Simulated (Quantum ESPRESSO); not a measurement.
# VBr3: energy over the lowest, ferro ++ against volume, fitted and tested on a withheld row

System: VBr3, 2 V and 6 Br in the cell, space group P6_3/mmc. From the study “VBr3: magnetism against volume”.

Method: LDA with U = 3.2 eV on V d; plane waves with GBRV 1.5 LDA potentials (Quantum ESPRESSO 7.5). Settings shared by all rows: cutoff 544.23 eV, 6×6×6 k-mesh, fermi-dirac occupations, smearing width 0.05 eV. Degenerate orbitals of a corrected shell are partly filled. Whether a state of lower symmetry lies under this one was not tested; under a U it often does.

Computed values, one withheld:

```
volume (factor)  energy over the lowest, ferro ++ (meV an atom)
            0.8                                           137.0
           0.86                                            43.2
           0.92                                             4.0
           0.96                                             0.0
              1                                             9.4
           1.05                                            35.8
            1.1                                               ?
           1.16                                           132.5
```

What energy over the lowest, ferro ++ should the row at volume = 1.1 factor hold? Fit a suitable law to the other rows.

**Law.** Energy against volume follows the Birch–Murnaghan form, which is a polynomial in the Eulerian strain: third order, a cubic in t = (V/1)^(−2/3) − 1. In symbols, E = c0 + c1 t + c2 t² + c3 t³, with energy over the lowest, ferro ++ in meV an atom.

**Fit.** Least squares on 7 rows gives c0 = 9.4226, c1 = -564.813, c2 = 8098.91 and c3 = 2383.19.

```
volume (factor)          t  computed     fit  computed − fit
            0.8     0.1604     137.0  137.03           -0.03
           0.86    0.10578      43.2   43.12            0.08
           0.92   0.057162       4.0    4.04           -0.04
           0.96   0.027588       0.0    0.05           -0.05
              1          0       9.4    9.42           -0.02
           1.05  -0.032003      35.8   35.72            0.08
           1.16  -0.094209     132.5  132.52           -0.02
```

The slope vanishes at t = 0.03435, so the minimum lies at V = 1 × (1 + t)^(−3/2) = 0.9506. That is the minimum of this magnetic state alone.

Shape and fractional positions are held, so this modulus can lie above that of a cell free to relax.

**Prediction.** At volume = 1.1 factor, t = -0.061564, so the law predicts 74.33 meV an atom. The computed value is 74.5 meV an atom, 0.17 above the prediction. The row lies between fitted rows, so this is an interpolation. The miss is 3.1 times the rms residual of the fit, 0.05.

[Logs and program files are shortened in this print: banners, set-up blocks, solver, clock and traceback lines can be left out without a mark of their own.]

[Logs are printed without paths, hosts, clocks, repeated set-up lines and the standing remarks that a program may print on its own settings, such as how far it seeks lower states.]

[Hosts, paths, dates, database ids (printed as entryN), source tags and the programs' standing remarks are cut or masked in the printed files.]

[Where a cell is said to come from a database of computed structures, the database is the Materials Project.]
